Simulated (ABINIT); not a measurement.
## Ca2H3Br (P-3m1): G0W0 with ABINIT, start to end

Aim: the G0W0 gap of Ca2H3Br (P-3m1) on LDA, step by step.

Main program and level: ABINIT 10.8.3; LDA and many-body steps on it, plane waves.

### Step 1. Set-up

Symmetry: P-3m1, No. 164, trigonal system. The conventional cell has a = 3.903 Å, b = 3.903 Å, c = 6.854 Å, α = 90.00°, β = 90.00°, γ = 120.00°. Nearest to Ca lie 7 H at 2.27 to 2.59 Å and 3 Br at 3.12 Å. H has 4 Ca at 2.27 to 2.30 Å nearest. H has 6 H at 2.48 Å and 6 Ca at 2.59 Å nearest. Nearest to Br lie 6 Ca at 3.12 Å. Farther neighbours, and contacts between anions beyond the nearest, are not listed.

The cell and positions are those that the Materials Project relaxed with its own functionals (PBE, PBE+U or r2SCAN), kept fixed.

### Step 2. Ground state

This step: ABINIT 10.8.3; DFT, LDA, plane waves, norm-conserving pseudopotentials.

The ground-state density comes first.

Contents of run.abi:

```
acell 3*1.0 Angstrom
rprim 
  3.902939985722 0.000000000020 0.000000000000
  -1.951469992878 3.380045177071 0.000000000000
  0.000000000000 0.000000000000 6.853533590000
ntypat 3
znucl 20 1 35
natom 6
typat 1 1 2 2 2 3
xred 
  0.666666666667 0.333333333333 0.185756080000
  0.333333333333 0.666666666667 0.814243920000
  0.666666666667 0.333333333333 0.850475830000
  0.333333333333 0.666666666667 0.149524170000
  0.000000000000 0.000000000000 0.000000000000
  0.000000000000 0.000000000000 0.500000000000
pp_dirpath "pseudos"
pseudos "Ca.upf, H.upf, Br.upf"
ecut 31
ngkpt 6 6 4
nshiftk 1
shiftk 0 0 0
kptopt 1
chksymbreak 0
nband 22
occopt 1
tolvrs 1e-10
nstep 60
prtwf 0
optforces 0
optstress 0
indata_prefix "in"
outdata_prefix "out"
tmpdata_prefix "tmp"
```

Launch:

```
$ OMP_NUM_THREADS=1 mpirun -n 8 abinit run.abi > log
```

Standard output:

```text
.Version 10.8.3 of ABINIT. v10.8.2 released Aug 2026.

 Symmetries : space group P-3 m 1 (#164); Bravais hP (primitive hexag.)
================================================================================
 Values of the parameters that define the memory need of the present run
     intxc =       0    ionmov =       0      iscf =       7    lmnmax =       6
     lnmax =       6     mgfft =      72  mpssoang =       3    mqgrid =    3247
     natom =       6  nloc_mem =       1    nspden =       1   nspinor =       1
    nsppol =       1      nsym =      12    n1xccc =    2501    ntypat =       3
    occopt =       1   xclevel =       1
-    mband =          22        mffmem =           1         mkmem =           3
       mpw =        5042          nfft =      115200          nkpt =          24
================================================================================
  Rough estimation (10% accuracy) of disk space for files :
================================================================================

--------------------------------------------------------------------------------
------------- Echo of variables that govern the present computation ------------
--------------------------------------------------------------------------------
 -outvars: echo values of preprocessed input variables --------
            acell      1.8897261259E+00  1.8897261259E+00  1.8897261259E+00 Bohr

      chksymbreak           0
             ecut      3.10000000E+01 Hartree
-          fftalg         312

              ixc       -1012
              kpt      0.00000000E+00  0.00000000E+00  0.00000000E+00
                       1.66666667E-01  0.00000000E+00  0.00000000E+00
                       3.33333333E-01  0.00000000E+00  0.00000000E+00
                       5.00000000E-01  0.00000000E+00  0.00000000E+00
                       1.66666667E-01  1.66666667E-01  0.00000000E+00
                       3.33333333E-01  1.66666667E-01  0.00000000E+00
                       3.33333333E-01  3.33333333E-01  0.00000000E+00
                       0.00000000E+00  0.00000000E+00  2.50000000E-01
                       1.66666667E-01  0.00000000E+00  2.50000000E-01
   [... 13 further rows ...]
                       3.33333333E-01  1.66666667E-01  5.00000000E-01
                       3.33333333E-01  3.33333333E-01  5.00000000E-01
         kptrlatt        6    0    0      0    6    0      0    0    4
          kptrlen      4.42529260E+01
P           mkmem           3
            natom           6
            nband          22
            ngfft          40      40      72
             nkpt          24
            nstep          60
             nsym          12
           ntypat           3
              occ      2.000000  2.000000  2.000000  2.000000  2.000000  2.000000
                       2.000000  2.000000  2.000000  2.000000  2.000000  2.000000
                       2.000000  2.000000  2.000000  0.000000  0.000000  0.000000
                       0.000000  0.000000  0.000000  0.000000
        optforces           0
        optstress           0
            prtwf           0
            rprim      3.9029399857E+00  2.0000000000E-11  0.0000000000E+00
[...]
spgroup         164

           tolvrs      1.00000000E-10

             xred      6.6666666667E-01  3.3333333333E-01  1.8575608000E-01
[...]
znucl       20.00000    1.00000   35.00000

================================================================================

 chkinp: Checking input parameters for consistency.

================================================================================
== DATASET  1 ==================================================================
-   mpi_nproc: 8, omp_nthreads: 1 (-1 if OMP is not activated)

--- !DatasetInfo
iteration_state: {dtset: 1, }
dimensions: {natom: 6, nkpt: 24, mband: 22, nsppol: 1, nspinor: 1, nspden: 1, mpw: 5042, }
cutoff_energies: {ecut:  31.0, pawecutdg:  -1.0, }
electrons: {nelect:   3.00000000E+01, charge:   0.00000000E+00, occopt:   1.00000000E+00, tsmear:   1.00000000E-02, }

 Real(R)+Recip(G) space primitive vectors, cartesian coordinates (Bohr,Bohr^-1):
 R(1)=  7.3754877  0.0000000  0.0000000  G(1)=  0.1355843  0.0782796  0.0000000
 R(2)= -3.6877438  6.3873597  0.0000000  G(2)=  0.0000000  0.1565592  0.0000000
 R(3)=  0.0000000  0.0000000 12.9513015  G(3)=  0.0000000  0.0000000  0.0772123
 Unit cell volume ucvol=  6.1013442E+02 bohr^3
 Angles (23,13,12)=  9.00000000E+01  9.00000000E+01  1.20000000E+02 degrees

 getcut: wavevector=  0.0000  0.0000  0.0000  ngfft=  40  40  72
         ecut(hartree)=     31.000   => boxcut(ratio)=   2.16383

--- Pseudopotential description ------------------------------------------------
- Ca Generated using ONCVPSP code by D. R. Hamann
- 20.00000  10.00000  180309                  znucl, zion, pspdat
12 -1012 2 -1 1724                            pspcod,pspxc,lmax,lloc,mmax
     nproj     2     2     2
  pspatm : epsatm=   12.51424511
         --- l  ekb(1:nproj) -->
[...]
pspatm: atomic psp has been read  and splines computed

- H Generated using ONCVPSP code by D. R. Hamann
-  1.00000   1.00000  180309                  znucl, zion, pspdat
12 -1012 1 -1 1180                            pspcod,pspxc,lmax,lloc,mmax
     nproj     2     1     0
  pspatm : epsatm=    0.35439867
         --- l  ekb(1:nproj) -->
[...]
1   -0.275071
 pspatm: atomic psp has been read  and splines computed

- Br Generated using ONCVPSP code by D. R. Hamann
- 35.00000   7.00000  180309                  znucl, zion, pspdat
12 -1012 2 -1 1084                            pspcod,pspxc,lmax,lloc,mmax
     nproj     2     2     2
  pspatm : epsatm=   10.24179696
         --- l  ekb(1:nproj) -->
[...]
pspatm: atomic psp has been read  and splines computed

   1.09000450E+03                                ecore*ucvol(ha*bohr**3)
--------------------------------------------------------------------------------

_setup2: Arith. and geom. avg. npw (full set) are    5031.188    5031.182

================================================================================

--- !BeginCycle
iteration_state: {dtset: 1, }
solver: {iscf: 7, nstep: 60, nline: 4, wfoptalg: 0, }
tolerances: {tolvrs: 1.00E-10, }

     iter   Etot(hartree)      deltaE(h)  residm     vres2
 ETOT  1  -94.977694    -9.498E+01 6.052E-02 1.152E+03
 ETOT  2  -95.069689    -9.200E-02 1.183E-02 2.616E+02
 ETOT  3  -95.075664    -5.975E-03 3.866E-03 7.421E+01
 ETOT  4  -95.077688    -2.024E-03 4.347E-03 1.881E+00
 ETOT  5  -95.077760    -7.176E-05 2.247E-03 7.365E-02
 ETOT  6  -95.077764    -4.293E-06 2.029E-03 4.360E-03
 ETOT  7  -95.077765    -5.991E-07 1.830E-03 9.870E-05
 ETOT  8  -95.077765    -1.942E-08 1.380E-03 6.386E-06
 ETOT  9  -95.077765    -8.291E-10 1.066E-03 3.300E-07
 ETOT 10  -95.077765    -7.573E-11 8.981E-04 6.199E-09
 ETOT 11  -95.077765    -6.764E-12 5.163E-04 6.950E-10
 ETOT 12  -95.077765    -2.672E-12 5.001E-04 1.079E-10
 ETOT 13  -95.077765     1.322E-12 2.772E-04 6.024E-13

 At SCF step   13       vres2   =  6.02E-13 < tolvrs=  1.00E-10 =>converged.

--- !ResultsGS
iteration_state: {dtset: 1, }
comment   : Summary of ground state results
lattice_vectors:
- [  7.3754877,   0.0000000,   0.0000000, ]
- [ -3.6877438,   6.3873597,   0.0000000, ]
- [  0.0000000,   0.0000000,  12.9513015, ]
lattice_lengths: [   7.37549,    7.37549,   12.95130, ]
lattice_angles: [ 90.000,  90.000, 120.000, ] # degrees, (23, 13, 12)
lattice_volume:   6.1013442E+02
convergence: {deltae:  1.322E-12, res2:  6.024E-13, residm:  2.772E-04, diffor:  0.000E+00, }
etotal    :  -9.50777648E+01
entropy   :   0.00000000E+00
fermie    :   2.07899863E-01
cartesian_stress_tensor: null
pressure_GPa: null
xred      :
- [  6.6667E-01,   3.3333E-01,   1.8576E-01, Ca]
- [  3.3333E-01,   6.6667E-01,   8.1424E-01, Ca]
- [  6.6667E-01,   3.3333E-01,   8.5048E-01,  H]
- [  3.3333E-01,   6.6667E-01,   1.4952E-01,  H]
- [  0.0000E+00,   0.0000E+00,   0.0000E+00,  H]
- [  0.0000E+00,   0.0000E+00,   5.0000E-01, Br]
cartesian_forces: null
force_length_stats: {min: null, max: null, mean: null, }

 Integrated electronic density in atomic spheres:
 ------------------------------------------------
 Atom  Sphere_radius  Integrated_density
[...]
================================================================================

 ----iterations are completed or convergence reached----

 Mean square residual over all n,k,spin=   54.134E-07; max=  27.722E-05
 reduced coordinates (array xred) for    6 atoms
[...]
0.333333      0.666667      0.814244
       0.666667      0.333333      0.850476
       0.333333      0.666667      0.149524
       0.000000      0.000000      0.000000
       0.000000      0.000000      0.500000
 rms dE/dt=  0.0000E+00; max dE/dt=  0.0000E+00; dE/dt below (all hartree)
    1       0.000000      0.000000      0.000000
    2       0.000000      0.000000      0.000000
    3       0.000000      0.000000      0.000000
    4       0.000000      0.000000      0.000000
    5       0.000000      0.000000      0.000000
    6       0.000000      0.000000      0.000000

 cartesian coordinates (angstrom) at end:
    1      1.951470     1.126682     1.273086
    2     -1.133e-11     2.253363     5.580448
    3      1.951470     1.126682     5.828765
    4     -1.133e-11     2.253363     1.024769
    5      0.000000     0.000000     0.000000
    6      0.000000     0.000000     3.426767
 length scales=  1.889726  1.889726  1.889726 bohr
              =  1.000000  1.000000  1.000000 angstroms
 prteigrs : about to open file out_EIG
 Fermi (or HOMO) energy (hartree) =   0.20790   Average Vxc (hartree)=  -0.35671
 Eigenvalues (hartree) for nkpt=  24  k points:
 kpt#   1, nband= 22, wtk=  0.00694, kpt=  0.0000  0.0000  0.0000 (reduced coord)
  -1.30022   -1.29855   -0.61923   -0.60914   -0.60888   -0.60888   -0.60667   -0.60667
  -0.41654   -0.03484   -0.02249    0.06291    0.06291    0.09382    0.19779    0.28001
   0.28001    0.28244    0.28398    0.28398    0.32401    0.32518
 prteigrs : prtvol=0 or 1, do not print more k-points.

--- !EnergyTerms
iteration_state     : {dtset: 1, }
comment             : Components of total free energy in Hartree
kinetic             :  3.257081E+01
hartree             :  1.886767E+01
xc                  : -2.080250E+01
Ewald energy        : -6.330860E+01
psp_core            :  1.786499E+00
local_psp           : -7.249862E+01
non_local_psp       :  8.306978E+00
total_energy        : -9.507776E+01
total_energy_eV     : -2.587198E+03
band_energy         : -1.283522E+01

== END DATASET(S) ==============================================================
================================================================================

 -outvars: echo values of variables after computation  --------
           etotal     -9.5077764798E+01
            nband          22
             nkpt          24
          spgroup         164
 [... the other variables as echoed above ...]

 Calculation completed.
```

The job ended after 20 s (8 MPI ranks of Arm Neoverse V1, shared host; peak memory 0.68 GiB; 2.7 min of CPU time).

Read from the output:

- total energy: -2587.1978 eV
- gap: 1.235 eV
- k of the valence top: 0, 0, 0.5
- k of the conduction bottom: 0.1667, 0.1667, 0.5
- least direct gap: 1.517 eV

The gap is indirect, with the least direct gap 0.28 eV higher.

### Step 3. Empty states on the mesh, 3×3×2 mesh, 80 bands

The sums over transitions need many empty states on a uniform mesh; this step solves for them.

run.abi, as its differences from that of step 2:

```diff
@@ -19,3 +19,3 @@
 ecut 31
-ngkpt 6 6 4
+ngkpt 3 3 2
 nshiftk 1
@@ -24,9 +24,10 @@
 chksymbreak 0
-nband 22
-occopt 1
-tolvrs 1e-10
+iscf -2
+irdden 1
+istwfk *1
+nband 80
+nbdbuf 6
+tolwfr 1e-09
 nstep 60
-prtwf 0
-optforces 0
-optstress 0
+prtvol 0
 indata_prefix "in"
```

Standard output:

```text
.Version 10.8.3 of ABINIT. v10.8.2 released Aug 2026.

 Symmetries : space group P-3 m 1 (#164); Bravais hP (primitive hexag.)
[... echo of the input left out ...]
== DATASET  1 ==================================================================
-   mpi_nproc: 8, omp_nthreads: 1 (-1 if OMP is not activated)
-    --> not optimal distribution: autoparal keyword recommended in input file <--

--- !DatasetInfo
iteration_state: {dtset: 1, }
dimensions: {natom: 6, nkpt: 6, mband: 80, nsppol: 1, nspinor: 1, nspden: 1, mpw: 5073, }
cutoff_energies: {ecut:  31.0, pawecutdg:  -1.0, }
electrons: {nelect:   3.00000000E+01, charge:   0.00000000E+00, occopt:   1.00000000E+00, tsmear:   1.00000000E-02, }

 Real(R)+Recip(G) space primitive vectors, cartesian coordinates (Bohr,Bohr^-1):
 R(1)=  7.3754877  0.0000000  0.0000000  G(1)=  0.1355843  0.0782796  0.0000000
 R(2)= -3.6877438  6.3873597  0.0000000  G(2)=  0.0000000  0.1565592  0.0000000
 R(3)=  0.0000000  0.0000000 12.9513015  G(3)=  0.0000000  0.0000000  0.0772123
 Unit cell volume ucvol=  6.1013442E+02 bohr^3
 Angles (23,13,12)=  9.00000000E+01  9.00000000E+01  1.20000000E+02 degrees

 getcut: wavevector=  0.0000  0.0000  0.0000  ngfft=  40  40  72
         ecut(hartree)=     31.000   => boxcut(ratio)=   2.16383

--- Pseudopotential description ------------------------------------------------
- Ca Generated using ONCVPSP code by D. R. Hamann
- 20.00000  10.00000  180309                  znucl, zion, pspdat
12 -1012 2 -1 1724                            pspcod,pspxc,lmax,lloc,mmax
     nproj     2     2     2
  pspatm : epsatm=   12.51424511
         --- l  ekb(1:nproj) -->
             0   10.026170    0.975458
             1    2.942990    0.445396
             2   -3.490458   -1.115963
 pspatm: atomic psp has been read  and splines computed

- H Generated using ONCVPSP code by D. R. Hamann
-  1.00000   1.00000  180309                  znucl, zion, pspdat
12 -1012 1 -1 1180                            pspcod,pspxc,lmax,lloc,mmax
     nproj     2     1     0
  pspatm : epsatm=    0.35439867
         --- l  ekb(1:nproj) -->
[...]
1   -0.275071
 pspatm: atomic psp has been read  and splines computed

- Br Generated using ONCVPSP code by D. R. Hamann
- 35.00000   7.00000  180309                  znucl, zion, pspdat
12 -1012 2 -1 1084                            pspcod,pspxc,lmax,lloc,mmax
     nproj     2     2     2
  pspatm : epsatm=   10.24179696
         --- l  ekb(1:nproj) -->
[...]
pspatm: atomic psp has been read  and splines computed

--------------------------------------------------------------------------------

================================================================================
 prteigrs : about to open file out_EIG
 Non-SCF case, kpt    1 (  0.00000  0.00000  0.00000), residuals and eigenvalues=
  1.17E-10  7.16E-10  3.38E-10  3.85E-10  3.40E-10  9.21E-10  1.67E-10  2.24E-10
  2.73E-10  3.79E-10  1.51E-10  1.76E-10  8.53E-10  7.23E-10  3.97E-10  1.39E-10
  7.03E-10  4.22E-10  7.41E-11  2.52E-10  4.06E-10  1.63E-10  5.26E-10  1.63E-10
[...]
-1.3002E+00 -1.2985E+00 -6.1923E-01 -6.0914E-01 -6.0888E-01 -6.0888E-01
 -6.0667E-01 -6.0667E-01 -4.1654E-01 -3.4835E-02 -2.2494E-02  6.2907E-02
  6.2907E-02  9.3820E-02  1.9779E-01  2.8001E-01  2.8001E-01  2.8244E-01
[...]
1.3809E+00  1.3809E+00  1.4017E+00  1.4017E+00  1.4665E+00  1.4665E+00
  1.4858E+00  1.4915E+00  1.4943E+00  1.4943E+00  1.5404E+00  1.5406E+00
  1.5408E+00  1.5572E+00
 prteigrs : prtvol=0 or 1, do not print more k-points.

--- !ResultsGS
iteration_state: {dtset: 1, }
comment   : Summary of ground state results
lattice_vectors:
- [  7.3754877,   0.0000000,   0.0000000, ]
- [ -3.6877438,   6.3873597,   0.0000000, ]
- [  0.0000000,   0.0000000,  12.9513015, ]
lattice_lengths: [   7.37549,    7.37549,   12.95130, ]
lattice_angles: [ 90.000,  90.000, 120.000, ] # degrees, (23, 13, 12)
lattice_volume:   6.1013442E+02
convergence: {deltae:  0.000E+00, res2:  0.000E+00, residm:  9.916E-10, diffor:  0.000E+00, }
etotal    :  -9.50777648E+01
entropy   :   0.00000000E+00
fermie    :   2.07899863E-01
cartesian_stress_tensor: null
pressure_GPa: null
xred      :
- [  6.6667E-01,   3.3333E-01,   1.8576E-01, Ca]
- [  3.3333E-01,   6.6667E-01,   8.1424E-01, Ca]
- [  6.6667E-01,   3.3333E-01,   8.5048E-01,  H]
- [  3.3333E-01,   6.6667E-01,   1.4952E-01,  H]
- [  0.0000E+00,   0.0000E+00,   0.0000E+00,  H]
- [  0.0000E+00,   0.0000E+00,   5.0000E-01, Br]
cartesian_forces: null
force_length_stats: {min: null, max: null, mean: null, }

 Integrated electronic density in atomic spheres:
 ------------------------------------------------
 Atom  Sphere_radius  Integrated_density
[...]
================================================================================

 ----iterations are completed or convergence reached----

 Mean square residual over all n,k,spin=   50.254E-11; max=  99.159E-11
 reduced coordinates (array xred) for    6 atoms
[...]
0.000000      0.000000      0.000000
       0.000000      0.000000      0.500000

 cartesian coordinates (angstrom) at end:
    1      1.951470     1.126682     1.273086
    2     -1.133e-11     2.253363     5.580448
    3      1.951470     1.126682     5.828765
    4     -1.133e-11     2.253363     1.024769
    5      0.000000     0.000000     0.000000
    6      0.000000     0.000000     3.426767
 length scales=  1.889726  1.889726  1.889726 bohr
              =  1.000000  1.000000  1.000000 angstroms
 prteigrs : about to open file out_EIG
 Eigenvalues (hartree) for nkpt=   6  k points:
 kpt#   1, nband= 80, wtk=  0.05556, kpt=  0.0000  0.0000  0.0000 (reduced coord)
[...]
1.36991    1.38037    1.38089    1.38089    1.40172    1.40172    1.46654    1.46654
   1.48582    1.49151    1.49433    1.49433    1.54036    1.54059    1.54078    1.55722
 prteigrs : prtvol=0 or 1, do not print more k-points.

== END DATASET(S) ==============================================================
================================================================================

 -outvars: echo values of variables after computation  --------
            nband          80
             nkpt           6
          spgroup         164
 [... the other variables as echoed above ...]

 Calculation completed.
```

It took 17 s on 8 MPI ranks; peak memory 0.57 GiB; 2.3 min of CPU time.

This step gave:

```
gap                                                           : 1.394 eV
k of the valence top                                          : 0, 0, 0.5
k of the conduction bottom                                    : 0.3333, 0, 0.5
least direct gap                                              : 1.517 eV
k points computed                                             : 6
lowest point of the top converged band, above the valence top : 32.09 eV
```

On this mesh the gap is 1.394 eV. The earlier step found 1.235 eV, so this mesh misses an edge.

[end of part 1 of 2]

[Long decimals in the printed logs are rounded to 6 places.]

[Logs are printed without paths, hosts, clocks, repeated set-up lines and the standing remarks that a program may print on its own settings, such as how far it seeks lower states.]

[Paths, hosts, dates, memory and timing lines, banners, echoed tables and standing remarks are left out of the program output; an Ansatz launch command may be rebuilt from the run's recorded settings. Measured values are a selection of at most five: reports struck by readers or far from the other reports are left out. None is set beside runs whose start may be inverted or whose files or cutoffs have a known fault.]

[Runs of the session that timed out or met a known fault of the program may be left out.]

[Hosts, paths, dates, database ids (printed as entryN), source tags and the programs' standing remarks are cut or masked in the printed files.]

[G0W0 gaps are taken among the corrected bands and points alone; a level outside them can change the order at an edge.]

[Where Ansatz stands beside ABINIT at settings called matched, ABINIT's density can come from a denser mesh and the files from another edition; pairs whose starting gaps differed by over 0.03 eV were left out, so agreement reads better than it is.]
